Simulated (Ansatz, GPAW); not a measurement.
**A 8-layer slab of Ba(111) in an electric field**

How does a 8-layer slab of Ba(111) screen a perpendicular field?

Main program and level: GPAW 26.7.0 and Ansatz 0.2.0; Ansatz plane waves; slab in vacuum with a dipole correction, relaxation; PAW set soft_1, in the first sound run; inputs show where later runs differ.

This is a report of a sequence of runs, with most program output left out.

## 1. Set-up

The cell holds 8 atoms: 8 Ba. Its edges and angles: a = 7.099 Å, b = 7.099 Å, c = 28.144 Å, α = 90.0°, β = 90.0°, γ = 60.0°. Vacuum lies along c.

## 2. Relaxation

Forces are removed first; all later runs use this geometry. The lowest 4 atoms are held at bulk positions and keep their forces.

The input, input.yaml:

```yaml
crystal:
  lattice:
    - [7.0993520831, 0.0, 0.0]
    - [3.5496760416, 6.1482192544, 0.0]
    - [0.0, 0.0, 28.1440442297]
  atoms:
    - { symbol: Ba, position: [0.6666666667, 0.6666666667, 0.3197834656] }
    - { symbol: Ba, position: [0.0, 0.0, 0.371273904] }
    - { symbol: Ba, position: [0.3333333333, 0.3333333333, 0.4227643424] }
    - { symbol: Ba, position: [0.6666666667, 0.6666666667, 0.4742547808] }
    - { symbol: Ba, position: [0.0, 0.0, 0.5257452192] }
    - { symbol: Ba, position: [0.3333333333, 0.3333333333, 0.5772356576] }
    - { symbol: Ba, position: [0.6666666667, 0.6666666667, 0.628726096] }
    - { symbol: Ba, position: [0.0, 0.0, 0.6802165344] }
kpoints:
  mp_grid: { grid: [5, 5, 1] }
hamiltonian:
  xc: pbe
  pseudopotentials: { kind: paw, azcp: { folder: soft_1 } }
scf:
  occupations: { method: fermi_dirac, width: 0.1 }
efield:
  axis: 3
  dipole_correction: true
  ramp_width: 0.05
relax:
  f_tol: 0.02
  max_steps: 60
  constraints: [{ sites: [0, 1, 2, 3] }]
output:
  write_potential: true
  write_density: true
  volumetric_format: npy
```

Launch:

```bash
$ ansatz run input.yaml --threads 4 --pin off --max-ram 8192MiB --backend cpu --events-out ev --progress --plain --runs-dir out
```

Elapsed: 54 s, on 4 threads of Arm Neoverse V1, shared host; peak memory 1.7 GiB.

The steps of the relaxation:

```
step  energy less that of the first step (eV)  largest force component (eV/Å)
   1                                   0.0000                          0.2179
   2                                  -0.0242                          0.1508
   3                                  -0.0459                          0.0122
   4                                  -0.0459                          0.0123
   5                                  -0.0462                          0.0046
```

The run keeps the 6 symmetry operations that it works with, so distortions that break them were not tested.

The atoms that moved most (Å):

```
atom     dx     dy      dz  length
 Ba6  0.000  0.000   0.220   0.220
 Ba7  0.000  0.000  -0.179   0.179
 Ba5  0.000  0.000   0.092   0.092
 Ba8  0.000  0.000   0.045   0.045
```

The relaxed structure:

```
Ba
1.0
     7.09935    0.00000    0.00000
     3.54968    6.14822    0.00000
     0.00000    0.00000   28.14404
Ba
8
Cartesian
  7.0994 4.0988 9.0000
  0.0000 0.0000 10.4491
  3.5497 2.0494 11.8983
  7.0994 4.0988 13.3474
  0.0000 0.0000 14.8887
  3.5497 2.0494 16.4661
  7.0994 4.0988 17.5164
  0.0000 0.0000 19.1891
```

This step gave:

- free energy: -47595.6344 eV
- smearing term TS: 0.4691 eV
- gap by band count: 0.01687 eV
- symmetry operations: 6
- upper work function: 2.383 eV
- lower work function: 2.396 eV
- dipole along the normal: 0.003169 e·Å
- dipole field: 4.67e-4 V/Å
- vacuum level above: 3.460 eV
- vacuum level below: 3.473 eV

The electrostatic potential energy of an electron (with the applied field's), less the Fermi level, planar mean oscillates, so the rows of the table below give means over windows of 1.54 Å about each position, cut where the curve ends. Its maxima inside the range that stand out by 2 % of the span (Å: eV): 9.7: -3.21, 11.1: -2.98, 12.6: -2.96, 14.1: -2.48, 15.7: -2.44, 18.3: -2.26. Its minima: 9.1: -3.51, 10.4: -3.74, 11.9: -3.55, 13.3: -3.52, 15.0: -3.29, 17.0: -4.91, 19.1: -3.22.

The electrostatic potential energy of an electron (with the applied field's), less the Fermi level, planar mean by z; means over each step:

```
z (Å)  electrostatic potential energy of an electron (with the applied field's), less the Fermi level, planar mean (eV)
 0.77                                                                                                              2.40
 2.31                                                                                                              2.40
 3.85                                                                                                              2.39
 5.39                                                                                                              2.36
 6.93                                                                                                              1.99
 8.47                                                                                                             -1.43
10.01                                                                                                             -3.45
11.55                                                                                                             -3.26
13.09                                                                                                             -3.18
14.63                                                                                                             -2.89
16.17                                                                                                             -3.53
17.71                                                                                                             -3.66
19.25                                                                                                             -2.35
20.79                                                                                                              1.53
22.33                                                                                                              2.31
23.87                                                                                                              2.38
25.41                                                                                                              2.38
26.95                                                                                                              2.38
```

The valence density, planar mean oscillates, so the rows of the table below give means over windows of 1.47 Å about each position, cut where the curve ends. Its maxima inside the range that stand out by 2 % of the span (Å: e/Å³): 9.8: 0.163, 11.1: 0.169, 12.6: 0.167, 14.1: 0.154, 17.0: 0.218. Its minima: 10.4: 0.149, 11.9: 0.150, 13.5: 0.146, 15.0: 0.145.

Table of valence density, planar mean by z; means over each step:

```
z (Å)  valence density, planar mean (e/Å³)
 2.21                               2.3e-6
 3.68                               3.0e-5
 5.15                               3.4e-4
 6.62                              0.00332
 8.09                               0.0628
 9.55                                0.150
11.03                                0.159
12.50                                0.157
13.97                                0.150
15.44                                0.150
16.91                                0.187
18.38                                0.139
19.85                               0.0825
21.32                              0.00507
22.79                               4.9e-4
24.26                               4.5e-5
25.73                               3.6e-6
```

The relaxation lowered the energy of the cell by 0.0462 eV.

## 3. The slab's potential

With the geometry fixed, the planar mean of the potential gives the vacuum level on each side.

This step: GPAW, PAW setups; slab in vacuum (GPAW 26.7.0).

The input, run.py:

```python
import json
import numpy as np
from ase import Atoms
from gpaw import GPAW, PW

slab = Atoms(
    ['Ba', 'Ba', 'Ba', 'Ba', 'Ba', 'Ba', 'Ba', 'Ba'],
    positions=[
        [7.09935, 4.09881, 9.00000],
        [0.00000, 0.00000, 10.44915],
        [3.54968, 2.04941, 11.89830],
        [7.09935, 4.09881, 13.34745],
        [0.00000, -0.00000, 14.88874],
        [3.54968, 2.04941, 16.46606],
        [7.09935, 4.09881, 17.51637],
        [0.00000, -0.00000, 19.18909]],
    cell=[[7.09935, -0.0, 0.0], [3.54968, 6.14822, 0.0], [0.0, 0.0, 28.14404]],
    pbc=[True, True, False])

slab.calc = GPAW(mode=PW(400), xc='PBE', kpts={'size': (5, 5, 1), 'gamma': True},
                 occupations={'name': 'fermi-dirac', 'width': 0.1}, nbands='160%',
                 convergence={'density': 1e-05}, maxiter=200,
                 poissonsolver={'dipolelayer': 'xy'},
                 symmetry={'tolerance': 1e-3}, txt='slab.txt')
result = {}
energy = slab.get_potential_energy()
fermi = slab.calc.get_fermi_level()
v = slab.calc.get_electrostatic_potential().mean((0, 1)) - fermi
n = slab.calc.get_pseudo_density().mean((0, 1))
L = slab.cell[2, 2]
z = np.arange(len(v)) * L / len(v)
low, high = slab.positions[:, 2].min(), slab.positions[:, 2].max()
below, above = np.interp([low - 6.8, high + 6.8], z, v)
slopes = [np.interp(x, z, np.gradient(v, z)) for x in (low - 6.8, high + 6.8)]
eps = np.array([[slab.calc.get_eigenvalues(k, s) for k in range(len(slab.calc.get_ibz_k_points()))]
                for s in range(slab.calc.get_number_of_spins())]) - fermi
top, bottom = eps[eps < 0].max(), eps[eps > 0].min()
dipole = slab.get_dipole_moment()[2]
print(f'energy {energy:.4f} eV, Fermi level {fermi:.4f} eV, dipole {dipole:.5f} e A')
print(f'potential 6.8 A off the faces, from the Fermi level: lower {below:.4f} eV, upper {above:.4f} eV')
print(f'slope of the potential there: lower {slopes[0]:.5f}, upper {slopes[1]:.5f} eV/A')
print(f'nearest levels on the mesh: {top:.4f} and {bottom:.4f} eV')
print('magnetic moment', round(slab.get_magnetic_moment(), 3))
result.update(energy=energy, fermi=fermi, dipole=dipole, below=below, above=above, slopes=slopes, edges=[top, bottom],
              z=z.tolist(), v=v.tolist(), n=n.tolist(), positions=slab.positions.tolist(),
              forces=slab.get_forces(apply_constraint=False).tolist(), moments=slab.get_magnetic_moments().tolist())
json.dump(result, open('result.json', 'w'))
```

Launch:

```bash
$ OMP_NUM_THREADS=1 OPENBLAS_NUM_THREADS=1 python run.py
```

It took 7.5 min on 1 thread; peak memory 0.58 GiB.

Numbers from this step:

```yaml
dipole_along_the_normal: 0.003400 e·Å
levels_nearest_the_fermi_level_on_the_mesh: -0.04938, 0.01789 eV from the Fermi level
upper_work_function: 2.382 eV
```

The electrostatic potential energy of an electron (without an applied field's), less the Fermi level, planar mean oscillates, so the rows of the table below give means over windows of 1.46 Å about each position, cut where the curve ends. Its maxima inside the range that stand out by 2 % of the span (Å: eV): 9.7: -3.46, 11.2: -3.23, 12.6: -3.20, 14.1: -2.64, 15.6: -2.54, 17.0: -6.34, 18.3: -2.30. Its minima: 9.1: -6.74, 10.4: -7.05, 11.9: -6.87, 13.3: -6.84, 14.9: -6.62, 16.6: -7.56, 17.5: -7.58, 19.2: -6.52.

Table of electrostatic potential energy of an electron (without an applied field's), less the Fermi level, planar mean by z; means over each step:

```
z (Å)  electrostatic potential energy of an electron (without an applied field's), less the Fermi level, planar mean (eV)
 0.73                                                                                                                2.40
 2.19                                                                                                                2.40
 3.65                                                                                                                2.39
 5.11                                                                                                                2.38
 6.57                                                                                                                2.17
 8.03                                                                                                              -0.337
 9.49                                                                                                               -5.07
10.95                                                                                                               -5.05
12.41                                                                                                               -4.97
13.87                                                                                                               -4.54
15.33                                                                                                               -4.46
16.79                                                                                                               -6.82
18.25                                                                                                               -4.21
19.71                                                                                                               -2.64
21.17                                                                                                                1.94
22.63                                                                                                                2.34
24.09                                                                                                                2.38
25.55                                                                                                                2.38
27.01                                                                                                                2.38
```

The pseudo valence density, planar mean oscillates, so the rows of the table below give means over windows of 1 Å about each position, cut where the curve ends. Its maxima inside the range that stand out by 2 % of the span (Å: e/Å³): 8.5: 0.126, 9.8: 0.173, 11.3: 0.178, 12.5: 0.176, 14.4: 0.162, 16.1: 0.164, 17.1: 0.231, 17.9: 0.157, 18.8: 0.145, 19.6: 0.126. Its minima: 9.0: 0.111, 10.4: 0.127, 11.9: 0.128, 13.3: 0.124, 14.8: 0.126, 16.5: 0.148, 17.7: 0.147, 18.3: 0.137, 19.2: 0.108.

Table of pseudo valence density, planar mean by z; means over each step:

```
z (Å)  pseudo valence density, planar mean (e/Å³)
    3                                      8.1e-6
    4                                      4.6e-5
    5                                      2.4e-4
    6                                     0.00116
    7                                     0.00554
    8                                      0.0547
    9                                       0.130
   10                                       0.158
   11                                       0.165
   12                                       0.152
   13                                       0.155
   14                                       0.156
   15                                       0.143
   16                                       0.157
   17                                       0.198
   18                                       0.147
   19                                       0.127
   20                                      0.0735
   21                                     0.00793
   22                                     0.00148
   23                                      3.1e-4
   24                                      6.2e-5
   25                                      1.1e-5
```

Force by atom:

```
atom  x (eV/Å)  y (eV/Å)  z (eV/Å)   size
 Ba1     0.000     0.000     0.033  0.033
 Ba2     0.000     0.000     0.239  0.239
 Ba3     0.000     0.000    -0.116  0.116
 Ba4     0.000     0.000    -0.165  0.165
 Ba5     0.000     0.000     0.001  0.001
 Ba6     0.000     0.000    -0.002  0.002
 Ba7     0.000     0.000     0.001  0.001
 Ba8     0.000     0.000     0.007  0.007
```

The potential is flat to 1.7e-4 eV/Å where it is read, so the vacuum is wide enough. The geometry is the other program's minimum; here the largest force on a free atom is 0.0068 eV/Å.

## 4. In a field

A uniform field along the normal polarises the slab; the atoms stay fixed, so this is the electronic response alone.

run.py, as its differences from that of step 3:

```diff
@@ -4,2 +4,3 @@
 from gpaw import GPAW, PW
+from gpaw.external import ConstantElectricField
 
@@ -23,2 +24,3 @@
                  poissonsolver={'dipolelayer': 'xy'},
+                 external=ConstantElectricField(-0.2, [0, 0, 1]),
                  symmetry={'tolerance': 1e-3}, txt='slab.txt')
```

Run time: 16 min. Hardware: 1 thread; peak memory 0.82 GiB.

Numbers from this step:

| Item | Value |
| --- | --- |
| dipole along the normal | -0.7223 e·Å |
| levels nearest the Fermi level on the mesh | -0.04853, 0.01755 eV from the Fermi level |
| potential below the slab, the applied field's own ramp left out | 0.9269 eV from the Fermi level |
| potential above the slab, the applied field's own ramp left out | 3.922 eV from the Fermi level |

The electrostatic potential energy of an electron (without an applied field's), less the Fermi level, planar mean oscillates, so the rows of the table below give means over windows of 1.46 Å about each position, cut where the curve ends. Its maxima inside the range that stand out by 2 % of the span (Å: eV): 9.7: -4.33, 11.2: -3.81, 12.6: -3.49, 14.2: -2.62, 15.6: -2.23, 17.0: -5.76, 18.3: -1.45, 26.8: 3.92. Its minima: 9.1: -7.75, 10.4: -7.77, 11.9: -7.31, 13.3: -6.99, 14.9: -6.46, 16.5: -7.07, 17.4: -6.92, 19.2: -5.49.

Electrostatic potential energy of an electron (without an applied field's), less the Fermi level, planar mean against z; means over each step:

```
z (Å)  electrostatic potential energy of an electron (without an applied field's), less the Fermi level, planar mean (eV)
 0.73                                                                                                                1.12
 2.19                                                                                                               0.928
 3.65                                                                                                               0.927
 5.11                                                                                                               0.916
 6.57                                                                                                               0.761
 8.03                                                                                                               -1.56
 9.49                                                                                                               -5.99
10.95                                                                                                               -5.67
12.41                                                                                                               -5.31
13.87                                                                                                               -4.58
15.33                                                                                                               -4.21
16.79                                                                                                               -6.27
18.25                                                                                                               -3.38
19.71                                                                                                               -1.49
21.17                                                                                                                3.35
22.63                                                                                                                3.85
24.09                                                                                                                3.91
25.55                                                                                                                3.92
27.01                                                                                                                3.92
```

Force by atom:

```
atom  x (eV/Å)  y (eV/Å)  z (eV/Å)   size
 Ba1     0.000     0.000     0.020  0.020
 Ba2     0.000     0.000     0.243  0.243
 Ba3     0.000     0.000    -0.114  0.114
 Ba4     0.000     0.000    -0.163  0.163
 Ba5     0.000     0.000     0.004  0.004
 Ba6     0.000     0.000     0.000  0.000
 Ba7     0.000     0.000     0.007  0.007
 Ba8     0.000     0.000     0.001  0.001
```

The dipole is now -0.722 e Å, against 0.0034 in the run without a field.

(Part 1 of 2 ends here.)

[Logs are printed without paths, hosts, clocks, repeated set-up lines and the standing remarks that a program may print on its own settings, such as how far it seeks lower states.]

[Hosts, paths, dates, database ids (printed as entryN), source tags and the programs' standing remarks are cut or masked in the printed files.]
